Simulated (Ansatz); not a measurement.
# S on Mo(110): change of the work function, part 5 of 5

Aim: the work function of Mo(110) at several coverages of S (longbridge site), and the dipole that each adsorbate carries.

Ansatz 0.2.0; plane-wave DFT, PBEsol, Ansatz PAW (the session's first sound run).

So far, work function, upper face (eV): step 2 (the clean slab, PBEsol) 4.68; step 8 (the 0.25 ML cell at another level of theory, cutoff 420 eV, functional revpbe) 4.64; step 9 (the 0.25 ML cell at another level of theory, cutoff 500 eV, functional r2SCAN) 4.80; step 10 (the 0.25 ML cell at another level of theory, cutoff 420 eV, functional PBE) 4.75; step 12 (a changed input, PBEsol) 4.52.

### 13. A changed input: efield.ramp_width = 0.04

System of this step: Mo(110). The cell holds 4 atoms: 4 Mo. Its edges and angles: a = 2.728 Å, b = 2.728 Å, c = 24.682 Å, α = 90.0°, β = 90.0°, γ = 70.5°. Vacuum lies along c.

Another changed input: it repeats the earlier run at 0 ML with efield.ramp_width from 0.06 to 0.04.

File input.yaml:

```yaml
crystal:
  lattice:
    - [2.2273863607, -1.575, 0.0]
    - [2.2273863607, 1.575, 0.0]
    - [0.0, 0.0, 24.6821590822]
  atoms:
    - { symbol: Mo, position: [0.0, 0.0, 0.3646358477] }
    - { symbol: Mo, position: [0.5, 0.5, 0.4548786159] }
    - { symbol: Mo, position: [0.0, 0.0, 0.5451213841] }
    - { symbol: Mo, position: [0.5, 0.5, 0.6353641523] }
kpoints:
  mp_grid: { grid: [12, 12, 1] }
hamiltonian:
  xc: pbesol
scf:
  occupations: { method: fermi_dirac, width: 0.1 }
  convergence: { dr2_threshold: 1.0e-08 }
efield:
  axis: 3
  dipole_correction: true
  ramp_position: 0.97
  ramp_width: 0.04
relax:
  f_tol: 0.02
  max_steps: 60
  constraints: [{ sites: [0, 1] }]
output:
  write_potential: true
  write_density: true
  volumetric_format: npy
```

Run with:

```sh
$ ansatz run input.yaml --threads 4 --pin off --max-ram 6144MiB --backend cpu --events-out ev --progress --plain --runs-dir out
```

Numbers of over 12 decimals in the logs are rounded to 6 here.

Log:

```text
[...]
Crystal: 4 atoms, lattice volume = 173.177 Å³
Basis set: ecut = 420 eV, 3445 PW (Γ), exchange–correlation on 40×40×360 points (8 copies of the dense FFT grid, shifted against one another)
Bands: 34, of which v1, the nominal top of the filled ones, is band 28 counted from 1 (27 counted from 0)
Symmetry: 4 space group operations
k-points: 43 of 144
[...]
SCF iter   1: F=—  HF=-19587.096332 eV  |F-HF|=—  |Δ(HF+E_count)|=         —  Δρ=5.16e-3  dr2=1.92e-1  ethr=1.77e-3  p=0.000 e·Å  D=9.77e-5 V/Å  ΔV_dip=-0.00 eV  dr2_dipole=2.42e-6  V_vac-E_F(+/−)=4.96/4.96 eV  ⟨swp⟩=9.1  Hψ=15893  notcnv=0  defer=5
[...]
SCF iter   9: F=-19587.082699 eV  HF=-19587.082699 eV  |F-HF|=2.48e-9  |Δ(HF+E_count)|=   1.25e-8  Δρ=5.74e-7  dr2=1.01e-9  ethr=1.79e-11  p=-0.000 e·Å  D=-4.95e-7 V/Å  ΔV_dip=0.00 eV  dr2_dipole=3.35e-13  V_vac-E_F(+/−)=4.81/4.80 eV  ⟨swp⟩=9.6  Hψ=10281  notcnv=0
SCF 1 converged in 9 iterations: F = -19587.082699 eV  dr2 = 1.01e-9
[...]
relax step   1: F+E_penalty+E_count = -19587.08269918 eV  Δ(F+E_penalty+E_count) = +0.000e0 eV  max|allowed force component| = 8.637e-1 eV/Å  Δτ_max = 0.0000 Å  (9 SCF iters, accepted)
Bands: 40, of which v1, the nominal top of the filled ones, is band 28 counted from 1 (27 counted from 0)
[...]
SCF iter   9: F=-19587.116719 eV  HF=-19587.116719 eV  |F-HF|=6.91e-9  |Δ(HF+E_count)|=   1.71e-7  Δρ=1.33e-6  dr2=3.47e-9  ethr=1.79e-11  p=0.009 e·Å  D=9.04e-3 V/Å  ΔV_dip=-0.22 eV  dr2_dipole=3.97e-10  V_vac-E_F(+/−)=4.60/4.82 eV  ⟨swp⟩=11.0  Hψ=11758  notcnv=0
SCF 2 converged in 9 iterations: F = -19587.116719 eV  dr2 = 3.47e-9
relax step   2: F+E_penalty+E_count = -19587.11671860 eV  Δ(F+E_penalty+E_count) = -3.402e-2 eV  max|allowed force component| = 7.720e-1 eV/Å  Δτ_max = 0.1948 Å  (9 SCF iters, accepted)
SCF iter   1: F=—  HF=-19587.147212 eV  |F-HF|=—  |Δ(HF+E_count)|=         —  Δρ=3.53e-3  dr2=7.86e-2  ethr=8.75e-4  p=0.009 e·Å  D=9.04e-3 V/Å  ΔV_dip=-0.22 eV  dr2_dipole=1.00e-2  V_vac-E_F(+/−)=4.59/4.81 eV  ⟨swp⟩=4.0  Hψ=3645  notcnv=0  defer=27
[...]
SCF iter   9: F=-19587.141956 eV  HF=-19587.141956 eV  |F-HF|=1.51e-9  |Δ(HF+E_count)|=   1.58e-8  Δρ=6.34e-7  dr2=1.26e-9  ethr=1.79e-11  p=0.006 e·Å  D=6.15e-3 V/Å  ΔV_dip=-0.15 eV  dr2_dipole=1.43e-11  V_vac-E_F(+/−)=4.68/4.83 eV  ⟨swp⟩=9.7  Hψ=10211  notcnv=0
SCF 3 converged in 9 iterations: F = -19587.141956 eV  dr2 = 1.26e-9
relax step   3: F+E_penalty+E_count = -19587.14195601 eV  Δ(F+E_penalty+E_count) = -2.524e-2 eV  max|allowed force component| = 9.321e-2 eV/Å  Δτ_max = 0.0396 Å  (9 SCF iters, accepted)
[...]
relax step   4: F+E_penalty+E_count = -19587.14108677 eV  Δ(F+E_penalty+E_count) = +8.692e-4 eV  max|allowed force component| = 1.090e-1 eV/Å  Δτ_max = 0.0455 Å  (9 SCF iters, rejected (line search))
SCF iter   1: F=—  HF=-19587.145038 eV  |F-HF|=—  |Δ(HF+E_count)|=         —  Δρ=2.50e-3  dr2=4.95e-2  ethr=7.27e-4  p=0.005 e·Å  D=5.71e-3 V/Å  ΔV_dip=-0.14 eV  dr2_dipole=9.43e-3  V_vac-E_F(+/−)=4.68/4.82 eV  ⟨swp⟩=3.1  Hψ=3070  notcnv=0  defer=26
[...]
SCF iter   8: F=-19587.142889 eV  HF=-19587.142889 eV  |F-HF|=1.71e-9  |Δ(HF+E_count)|=   1.16e-8  Δρ=8.58e-7  dr2=2.99e-9  ethr=1.79e-11  p=0.006 e·Å  D=5.78e-3 V/Å  ΔV_dip=-0.14 eV  dr2_dipole=9.08e-11  V_vac-E_F(+/−)=4.68/4.82 eV  ⟨swp⟩=10.7  Hψ=11475  notcnv=0
SCF 5 converged in 8 iterations: F = -19587.142889 eV  dr2 = 2.99e-9
relax step   5: F+E_penalty+E_count = -19587.14288878 eV  Δ(F+E_penalty+E_count) = -9.328e-4 eV  max|allowed force component| = 2.176e-3 eV/Å  Δτ_max = 0.0200 Å  (8 SCF iters, accepted)
[...]
SCF converged after 8 iterations
Free energy (F): -19587.142889 eV
[...]
Internal energy: -19587.027012 eV  (E = F + TS)
E sigma→0 (E₀):  -19587.084951 eV
Entropy (-TS):   -0.115876 eV (-28.969 meV/atom)
Fermi energy:    4.625267 eV
Dipole field:    D = 0.005767 V/Å  (p = 0.005520 e·Å, saw-weighted, corrected)
Work function:   Φ+ = 4.6821 eV   Φ− = 4.8244 eV
[...]
--- Forces (eV/Å), atoms counted from 1 ---
  atom   1  Mo     0.00000000     0.00000000     0.78435786
  atom   2  Mo     0.00000000    -0.00000000    -0.78735883
  atom   3  Mo     0.00000000     0.00000000     0.00082694
  atom   4  Mo     0.00000000     0.00000000     0.00217609
  max |Σ_I F_I| component: 2.06e-6 eV/Å
--- Band table (eV; the first three rows and the last of 43) ---
  k-point 0: bands = [... 24 lower, 3.1599, 3.3084, 3.4072, 3.4835, 4.7669, 4.9585, 5.7597, 5.7831, ... 8 higher]
  k-point 1: bands = [... 24 lower, 3.0458, 3.1420, 3.4450, 3.7909, 4.4331, 5.0976, 5.3683, 5.6156, ... 8 higher]
  k-point 2: bands = [... 24 lower, 2.8040, 2.9532, 3.5811, 3.9060, 4.3654, 4.5228, 5.4771, 5.5723, ... 8 higher]
  k-point 42: bands = [... 24 lower, 3.0898, 5.1659, 5.1998, 5.4345, 5.6934, 6.1587, 7.2781, 7.6653, ... 8 higher]
--- Relaxed structure (5 steps of the walk, 4 accepted, 0 SCFs on fresh bases) ---
  F+E_penalty+E_count = -19587.14288878 eV   max|allowed force component| = 2.176e-3 eV/Å
  atoms:
    - { symbol: Mo, position: [0.0, 0.0, 0.364636] }
    - { symbol: Mo, position: [0.500000, 0.500000, 0.454879] }
[...]
- { symbol: Mo, position: [0.500000, 0.500000, 0.629404] }
```

Run time: 30 s. Hardware: 4 threads of Arm Neoverse V2, shared host; peak memory 0.58 GiB.

Relaxation path:

| step | energy less that of the first step (eV) | largest force component (eV/Å) |
| --- | --- | --- |
| 1 | 0.0000 | 0.8637 |
| 2 | -0.0340 | 0.7720 |
| 3 | -0.0593 | 0.0932 |
| 4 | -0.0584 | 0.1090 |
| 5 | -0.0602 | 0.0022 |

Relaxation step 4 was tried and not accepted.

The run keeps the 4 symmetry operations that it works with, so distortions that break them were not tested.

The atoms that moved most (Å):

| atom | dx | dy | dz | length |
| --- | --- | --- | --- | --- |
| Mo4 | 0.000 | 0.000 | -0.147 | 0.147 |
| Mo3 | 0.000 | 0.000 | -0.021 | 0.021 |

The relaxed structure:

```cif
data_structure
_symmetry_space_group_name_H-M 'P 1'
_symmetry_Int_Tables_number 1
_cell_length_a 2.7280
_cell_length_b 2.7280
_cell_length_c 24.6822
_cell_angle_alpha 90.000
_cell_angle_beta 90.000
_cell_angle_gamma 70.529
_cell_volume 173.18
loop_
_atom_site_label
_atom_site_type_symbol
_atom_site_fract_x
_atom_site_fract_y
_atom_site_fract_z
_atom_site_occupancy
Mo1 Mo 0.00000 0.00000 0.36464 1
Mo2 Mo 0.50000 0.50000 0.45488 1
Mo3 Mo 0.00000 0.00000 0.54427 1
Mo4 Mo 0.50000 0.50000 0.62940 1
```

Numbers from this step:

```
energy at zero smearing        : -19587.0850 eV
work function, upper face      : 4.682 eV
work function, lower face      : 4.824 eV
dipole along the normal        : 0.005520 e·Å
step between the vacuum levels : -0.1424 eV
```

| quantity | this run | earlier run | difference |
| --- | --- | --- | --- |
| work function, upper face (eV) | 4.682 | 4.682 | 4.5e-6 |
| work function, lower face (eV) | 4.824 | 4.824 | -7.4e-7 |
| dipole along the normal (e·Å) | 0.005520 | 0.005520 | -2.6e-7 |

Nothing in the table moves by 0.01 in its unit (for the dipole 0.5 % and 5e-5 e·Å).

### 14. Summary of results

```yaml
work_function_of_the_clean_face: 4.68 eV
work_function_at_0p25_ml: 4.83 eV
work_function_at_0p5_ml: 4.96 eV
work_function_at_1_ml: 4.51 eV
dipole_per_adsorbate_at_0p25_ml_positive_end_outwards: -0.14 D
```

**Reading.** At the lowest coverage S changes the work function of Mo(110) by under 0.15 eV, within the error of so thin a slab; the largest change, +0.27 eV, comes at higher coverage. At the highest coverage the adsorbates are pressed to about 2.7 Å, closer than unbonded atoms of this kind usually come, so a real layer may not reach it. The slab has 4 layers, at the tabulated experimental lattice constant, one starting site was run, and quantum-size effects of a slab this thin can reach one or two tenths of an eV.

[Logs are printed without paths, hosts, clocks, repeated set-up lines and the standing remarks that a program may print on its own settings, such as how far it seeks lower states.]

[Hosts, paths, dates, database ids (printed as entryN), source tags and the programs' standing remarks are cut or masked in the printed files.]

[Maps of the electrostatic potential energy from Ansatz leave out the sawtooth potential of an applied field or a dipole correction, so their vacuum need not be flat; planar profiles and work functions include it.]
